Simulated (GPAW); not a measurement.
BN (P6_3/mmc): refractive index against wavelength

The refractive index of BN (P6_3/mmc) along x below the direct gap (4.67 eV on the mesh) is read from one computed spectrum, n = √(Re ε). x, y and z are the Cartesian axes of the input cell.

It takes space group P6_3/mmc (No. 194, hexagonal). The conventional cell has a = 2.498 Å, b = 2.498 Å, c = 6.636 Å, α = 90.00°, β = 90.00°, γ = 120.00°. Around N on site d lie 3 B at 1.44 Å. B on site c is surrounded by 3 N at 1.44 Å.

Method: GPAW 26.7.0, PBE, RPA, k-mesh 15×15×5, local fields up to 50 eV, Lorentzian half width 0.12 eV.

Launch of the response step: `OMP_NUM_THREADS=1 python df.py`. The run took 84 s, its band step included, on 1 thread of Arm Neoverse V1 (shared host).

```
wavelength (nm)  photon energy E (eV)       n
           1064                 1.165  2.1691
            850                 1.459  2.1828
            700                 1.771  2.2017
            633                 1.959  2.2154
            532                 2.331  2.2490
            450                 2.755  2.3005
            405                 3.061       ?
```

In the single-oscillator model n² − 1 = E₀E_d/(E₀² − E²), so 1/(n² − 1) = E₀/E_d − E²/(E₀E_d) is linear in E².

Working, on the rows shown:

| x = E² (eV²) | y = 1/(n² − 1) |
| --- | --- |
| 1.35784 | 0.269906 |
| 2.12762 | 0.265631 |
| 3.13716 | 0.25991 |
| 3.83641 | 0.255886 |
| 5.43137 | 0.246427 |
| 7.59115 | 0.232975 |

Means: x̄ = 3.9136, ȳ = 0.25512. Σ(x − x̄)(y − ȳ) = -0.155, Σ(x − x̄)² = 26.16. Slope = -0.155 / 26.16 = -0.005924; intercept = ȳ − slope · x̄ = 0.27831. Turned back into n, the line misses the rows shown by at most 0.0014.

**Question.** Fill in the last column of the withheld row.

**Answer.** At x = 9.3718 the line gives y = 0.22279, that is 2.3428. The run gave 2.3493, so the extrapolation is off by 0.0065, 4 % of the range in the table.

Refitted with all rows, the slope is -0.006061 and the intercept 0.27873. These give E₀ = √(intercept/−slope) = 6.78 eV and E_d = E₀/intercept = 24.3 eV; E₀ is 1.5 times the direct gap. The electronic limit at long wavelengths, without lattice vibrations, is n = √(1 + 1/intercept) = 2.142. The cell comes from an older database entry, whose edges can be off by a per cent or so. Excitons are left out; PBE gaps are as a rule too small. The values come from a sum over the points of one k-mesh and carry its error, which grows as the direct gap shrinks.

[Logs are printed without paths, hosts, clocks, repeated set-up lines and the standing remarks that a program may print on its own settings, such as how far it seeks lower states.]
